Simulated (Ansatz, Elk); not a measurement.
## How far do independent atoms describe SrVPbI?

The structure of SrVPbI used here is made up (a known structure type with other elements) and was relaxed beforehand with PBE. The aim is the Fourier transform of its all-electron density, F(hkl), set beside the sum over free spherical atoms that refinements use.

Main program and level: Elk 11.2.3 (patched build); DFT, PBE, all-electron APW+lo, Dirac cores, scalar-relativistic bands, static density, ferromagnetic start.

This account leaves out most program logs.

The structure was built from a prototype and need not be the compound's stable phase.

### 1. The starting structure

Symmetry: P4/nmm, No. 129, tetragonal system. Conventional cell: a = 5.539 Å, b = 5.539 Å, c = 9.377 Å, α = 90.00°, β = 90.00°, γ = 90.00°. Nearest to Pb lie 4 V at 2.79 Å. Nearest to I lie 4 Sr at 3.37 Å. Nearest to Sr lie 1 V at 3.10 Å and 4 I at 3.37 Å. V has 4 Pb at 2.79 Å and 1 Sr at 3.10 Å nearest. Farther neighbours and most contacts between anions are not listed.

### 2. Ground state and structure factors

An all-electron density is needed, since X-rays see the cores too. Task 0 finds the density and task 195 Fourier-transforms it; tshift is off so that phases refer to the origin typed.

The input, elk.in:

```
tasks
  0
  195
  196

xctype
  20

spinpol
  .true.

rgkmax
  7.0

gmaxvr
  14.0

lmaxo
  7

lmaxapw
  8

swidth
  0.002

tshift
  .false.

ramdisk
  .false.

hmaxvr
  5.5

maxscl
  120

epspot
  1e-06

reducebf
  0.8

sppath
  './'

avec
  10.46765201737 -0.00000000000 0.00000000000
  -0.00000000000 10.46765201737 0.00000000000
  0.00000000000 0.00000000000 17.72079202922

atoms
  4
  'Pb.in'
  2
  0.0000000000 0.0000000000 0.5000000000   0.000000 0.000000 0.000000
  0.5000000000 0.5000000000 0.5000000000   0.000000 0.000000 0.000000
  'I.in'
  2
  0.0000000000 -0.0000000000 -0.0000000000   0.000000 0.000000 0.000000
  0.5000000000 0.5000000000 -0.0000000000   0.000000 0.000000 0.000000
  'Sr.in'
  2
  0.5000000000 0.0000000000 0.2041026805   0.000000 0.000000 0.000000
  0.0000000000 0.5000000000 0.7958973195   0.000000 0.000000 0.000000
  'V.in'
  2
  0.5000000000 -0.0000000000 0.5347395353   0.000000 0.000000 -0.110000
  -0.0000000000 0.5000000000 0.4652604647   0.000000 0.000000 -0.110000

ngridk
  4 4 2
```

Run with:

```
OMP_NUM_THREADS=4 elk
```

Wall time 5.2 min (4 threads of AMD EPYC 9R45, shared host); peak memory 0.9 GiB; 17 min of CPU time.

SFACRHO.OUT:

```text

h k l indices transformed by vhmat matrix:
   1.000000000       0.000000000       0.000000000    
   0.000000000       1.000000000       0.000000000    
   0.000000000       0.000000000       1.000000000    

      h      k      l  multipl.   |H|            Re(F)            Im(F)           |F|

      0      0      0      1   0.0000000       392.00000      0.26017638E-15   392.00000    
      0      0     -1      2  0.35456572      -80.318244     -0.33683091E-13   80.318244    
     -1      0      0      4  0.60024782     -0.67366182E-14 -0.20693483E-13  0.21762405E-13
      0     -1      1      4  0.69714725     -0.33683091E-13   57.103305       57.103305    
      1      0      1      4  0.69714725      0.20209855E-13  -57.103305       57.103305    
      0      0      2      2  0.70913143       231.94433     -0.84207727E-13   231.94433    
      1     -1      0      4  0.84887861       139.93208      0.16236860E-13   139.93208    
     -1     -1      1      8  0.91995203      -36.928905      0.18525700E-13   36.928905    
      1      0     -2      4  0.92906665      0.40419709E-13   51.731598       51.731598    
      0      1     -2      4  0.92906665     -0.33683091E-13  -51.731598       51.731598    
      0      0     -3      2   1.0636971      -132.82204     -0.33683091E-14   132.82204    
     -1      1      2      8   1.1061023       253.60979      0.33683091E-14   253.60979    
      0      2      0      4   1.2004956       326.34344     -0.39929528E-13   326.34344    
     -1      0      3      4   1.2213718     -0.55577100E-13   60.965798       60.965798    
      0      1      3      4   1.2213718      0.38735555E-13  -60.965798       60.965798    
      2      0      1      4   1.2517614      -70.961999      0.37893477E-13   70.961999    
      0     -2      1      4   1.2517614      -70.961999      0.19367777E-13   70.961999    
     -1     -2      0      8   1.3421949      0.33683091E-14 -0.34975934E-13  0.35137750E-13
```

Elk indexes on the primitive cell of elk.in and gives |H| = 4π sin θ/λ in inverse bohr. Below, one row stands for each form hkl of the conventional cell (m members, Friedel mates merged), F is for one primitive cell and the density is static (no thermal factor). Free-atom factors are Waasmaier and Kirfel's, and R is Σm||F|−|F'||/Σm|F|.

```csv
hkl,m,sin θ/λ (Å⁻¹),"abs F, DFT",neutral atoms,diff.,abs of complex diff.
001,2,0.053,80.318,79.964,+0.354,0.354
100,4,0.090,0.000,0.000,+0.000,0.000
101,8,0.105,57.103,56.823,+0.280,0.280
002,2,0.107,231.944,231.051,+0.893,0.893
110,4,0.128,139.932,140.231,-0.299,0.299
111,8,0.138,36.929,37.509,-0.580,0.580
102,8,0.140,51.732,51.654,+0.077,0.077
003,2,0.160,132.822,132.981,-0.159,0.159
112,8,0.166,253.610,253.663,-0.053,0.053
200,4,0.180,326.343,326.436,-0.093,0.093
103,8,0.184,60.966,61.180,-0.214,0.214
201,8,0.188,70.962,71.376,-0.414,0.414
210,8,0.202,0.000,0.000,+0.000,0.000
113,8,0.205,18.114,17.888,+0.227,0.227
211,16,0.209,49.623,49.558,+0.066,0.066
202,8,0.210,201.196,201.614,-0.418,0.418
004,2,0.213,264.530,265.079,-0.549,0.549
212,16,0.228,44.920,45.033,-0.113,0.113
```

### 3. The magnetisation density

The same run holds the spin density, and task 196 transforms it. The order is that of the start, and no other was tried.

SFACMAG_1.OUT:

```text

h k l indices transformed by vhmat matrix:
   1.000000000       0.000000000       0.000000000    
   0.000000000       1.000000000       0.000000000    
   0.000000000       0.000000000       1.000000000    

      h      k      l  multipl.   |H|            Re(F)            Im(F)           |F|

      0      0      0      1   0.0000000       5.0738938      0.48276245E-19   5.0738938    
      0      0     -1      2  0.35456572      -4.3830208      -0.0000000       4.3830208    
     -1      0      0      4  0.60024782     -0.42103864E-15 -0.22346580E-15  0.47666602E-15
      0     -1      1      4  0.69714725     -0.21051932E-15 -0.89380068      0.89380068    
      1      0      1      4  0.69714725      0.21051932E-15  0.89380068      0.89380068    
      0      0      2      2  0.70913143       3.1563379      0.10525966E-15   3.1563379    
      1     -1      0      4  0.84887861      -4.4275530     -0.91205224E-18   4.4275530    
     -1     -1      1      8  0.91995203       3.8351251      0.11052264E-14   3.8351251    
      1      0     -2      4  0.92906665      0.42103864E-15   1.3803840       1.3803840    
      0      1     -2      4  0.92906665       0.0000000      -1.3803840       1.3803840    
      0      0     -3      2   1.0636971      -1.9166047      0.21051932E-15   1.9166047    
     -1      1      2      8   1.1061023      -2.6682556     -0.10525966E-15   2.6682556    
      0      2      0      4   1.2004956       3.1442885     -0.36877354E-15   3.1442885    
     -1      0      3      4   1.2213718     -0.21051932E-15   1.3377674       1.3377674    
      0      1      3      4   1.2213718     -0.21051932E-15  -1.3377674       1.3377674    
      2      0      1      4   1.2517614      -2.8450171      0.36840881E-15   2.8450171
```

The total moment is 5.07 μB a cell; sphere moments: Pb1 -0.12, Pb2 -0.12, I3 0.00, I4 0.00, Sr5 +0.04, Sr6 +0.04, V7 +2.22, V8 +2.22 μB. Polarised neutrons measure spin and orbital magnetisation together; without spin-orbit coupling the run gives the spin part:

```csv
hkl,sin θ/λ (Å⁻¹),abs F_M (μB)
001,0.053,4.383
100,0.090,0.000
101,0.105,0.894
002,0.107,3.156
110,0.128,4.428
111,0.138,3.835
102,0.140,1.380
003,0.160,1.917
112,0.166,2.668
200,0.180,3.144
103,0.184,1.338
201,0.188,2.845
210,0.202,0.000
113,0.205,1.571
```

### 4. The highest occupied states alone

An energy window below the Fermi level keeps the highest occupied states, to see at which angles they scatter; shallow core shells can lie inside it and anion s states outside. No new self-consistency is needed.

Changes to elk.in since step 2:

```diff
@@ -1,5 +1,3 @@
 tasks
-  0
   195
-  196
 
@@ -44,2 +42,5 @@
 
+wsfac
+  -0.274070 0.466930
+
 sppath
```

Run with:

```
OMP_NUM_THREADS=4 elk
```

It took 27 s on 4 threads; peak memory 0.46 GiB; 33 s of CPU time.

States within 12 eV below the Fermi level hold 32.00 electrons; any levels below the window count with the cores. Their amplitudes can exceed the total, where window and core parts have opposite phase:

| hkl | sin θ/λ (Å⁻¹) | abs F, window | abs F, all |
| --- | --- | --- | --- |
| 001 | 0.053 | 6.146 | 80.318 |
| 100 | 0.090 | 0.000 | 0.000 |
| 101 | 0.105 | 0.615 | 57.103 |
| 002 | 0.107 | 15.457 | 231.944 |
| 110 | 0.128 | 1.637 | 139.932 |
| 111 | 0.138 | 6.496 | 36.929 |
| 102 | 0.140 | 2.040 | 51.732 |
| 003 | 0.160 | 2.045 | 132.822 |
| 112 | 0.166 | 0.059 | 253.610 |
| 200 | 0.180 | 6.123 | 326.343 |

### 5. Another functional

The difference from free atoms is small, so it is set against the change that PBEsol makes.

Changes to elk.in since step 4:

```diff
@@ -1,6 +1,8 @@
 tasks
+  0
   195
+  196
 
 xctype
-  20
+  22
 
@@ -42,5 +44,2 @@
 
-wsfac
-  -0.274070 0.466930
-
 sppath
```

Run with:

```
OMP_NUM_THREADS=4 elk
```

Run time: 4.9 min. Hardware: 4 threads; peak memory 0.9 GiB; 16 min of CPU time.

Against the first run R = 0.01 %; the largest change is -0.051 at 200. The moment goes from 5.07 to 5.10 μB.

### 6. A coarser k-mesh

About half the k-points along each axis test the sampling.

Changes to elk.in since step 5:

```diff
@@ -6,3 +6,3 @@
 xctype
-  22
+  20
 
@@ -72,2 +72,2 @@
 ngridk
-  4 4 2
+  2 2 1
```

Run with:

```
OMP_NUM_THREADS=4 elk
```

Wall time 1.8 min (4 threads); peak memory 1.1 GiB.

Against the first run R = 0.03 %; the largest change is +0.123 at 002. The moment goes from 5.07 to 5.50 μB.

### 7. Settings against the effect

```csv
run,R against the first run (%),"R against neutral atoms, low angle (%)",wall time
"PBE, rgkmax 7",0.00,0.21,5.2 min
PBEsol,0.01,0.21,4.9 min
k-mesh 2×2×1,0.03,0.20,1.8 min
```

### 8. Results

```yaml
r_against_neutral_atoms_sin_theta_lambda_0p3_a_minus1: 0.21 %
r_against_neutral_atoms_0p3_to_0p54_a_minus1: 0.10 %
```

What this shows: Independent neutral atoms miss the calculated amplitudes by R = 0.21 % below 0.3 Å⁻¹ and 0.10 % from there to 0.54 Å⁻¹; by shells, 0.48 % below 0.15 Å⁻¹ (6 forms), 0.18 % 0.15 to 0.3 (26 forms), 0.10 % 0.3 to 0.45 (52 forms), 0.11 % above 0.45 (57 forms). Bonding, aspherical density and the tables' own atoms all enter these figures, and the runs don't part them. The largest change of an amplitude is +0.89 electrons, at 002. The magnetic order is that of the start. No other order was tried here, and an antiferromagnetic one would change or move the magnetic intensity. The window's part falls from 32.0 electrons at the origin to at most 0.80 between 0.45 and 0.54 Å⁻¹, where compact states inside the window still scatter. Below 0.3 Å⁻¹ the changes that finished (PBEsol and k-mesh 2×2×1) move F by R = 0.03 % at most, against the 0.21 % that separates it from free atoms. The magnetic factors move by R = 0.9 % (PBEsol) and 6.1 % (k-mesh 2×2×1), so they aren't settled to better than that. The basis has no finished test. Spin-orbit coupling is left out, which can matter for elements this heavy. Part of the difference isn't bonding: the tables are fits to free atoms and ions calculated by other methods than this functional. Thermal motion, anomalous dispersion and extinction are left out.

[Logs are printed without paths, hosts, clocks, repeated set-up lines and the standing remarks that a program may print on its own settings, such as how far it seeks lower states.]

[Hosts, paths, dates, database ids (printed as entryN), source tags and the programs' standing remarks are cut or masked in the printed files.]
